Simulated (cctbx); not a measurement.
**SrLaPrNi2 across an absorption edge**

Space group C2/m (no. 12), a = 9.0760 Å, b = 8.0040 Å, c = 7.9880 Å, α = 90.00°, β = 106.87°, γ = 90.00°.

```csv
atom,mult.,x,y,z,Ueq (Å²)
Pr1,4,0.7008,1/2,0.7401,0.0283
La1,4,0.1713,1/2,0.7335,0.0174
Sr1,4,0,0.2381,0,0.0225
Ni1,8,0.9011,0.2351,0.5987,0.0236
```

The model is made up (kin elements in a known structure type, no relaxation), so it says nothing on whether the phase exists.

Calculated with cctbx: free-atom f′ and f″ from the Sasaki tables, no fine structure; amplitudes in electrons.

| E (eV) | F 3 1 0 | F 2 2 0 | F 0 0 2 | F 0 2 1 |
| --- | --- | --- | --- | --- |
| 7733 | 35.9 | 409.3 | 195.4 | 20.1 |
| 8083 | 35.5 | 409.7 | 200.3 | 24.4 |
| 8213 | 35.5 | 408.6 | 202.9 | 28.5 |
| 8273 | 35.6 | 407.2 | 205.0 | 32.6 |
| 8303 | 35.7 | 405.6 | 207.0 | 36.9 |
| 8318 | 35.8 | 404.0 | 208.8 | 41.3 |
| 8325 | 36.0 | 402.5 | 210.5 | 45.3 |
| 8329 | 36.1 | 400.8 | 212.2 | 49.6 |
| 8337 | 36.1 | 401.6 | 210.4 | 51.2 |
| 8341 | 35.9 | 403.6 | 208.4 | 46.3 |
| 8348 | 35.7 | 405.3 | 206.6 | 42.0 |
| 8363 | 35.6 | 407.2 | 204.8 | 37.4 |
| 8393 | 35.4 | 409.2 | 203.1 | 32.7 |
| 8483 | 35.1 | 411.9 | 201.1 | 26.7 |
| 8733 | 34.6 | 415.3 | 199.6 | 20.2 |

**Question.** Which edge is crossed, and why do the reflections move as they do?

The K edge of Ni. The edge is at 8333 eV. f′ of Ni falls from -3.9 e at 8213 eV to -7.5 e at 4 eV below it, and f″ steps from 0.48 to 3.91 e across it. Over that approach |F| changes by +2 % (3 1 0), -2 % (2 2 0), +5 % (0 0 2) and +74 % (0 2 1): a reflection falls where Ni scatters in phase with the total and rises where it scatters against it; it hardly moves where the Ni term is small or cancels by symmetry. Above the edge the larger f″ enters the imaginary part, where it can add to or cancel the other atoms' f″. The structure is centrosymmetric, so Friedel mates stay equal.

[Logs are printed without paths, hosts, clocks, repeated set-up lines and the standing remarks that a program may print on its own settings, such as how far it seeks lower states.]
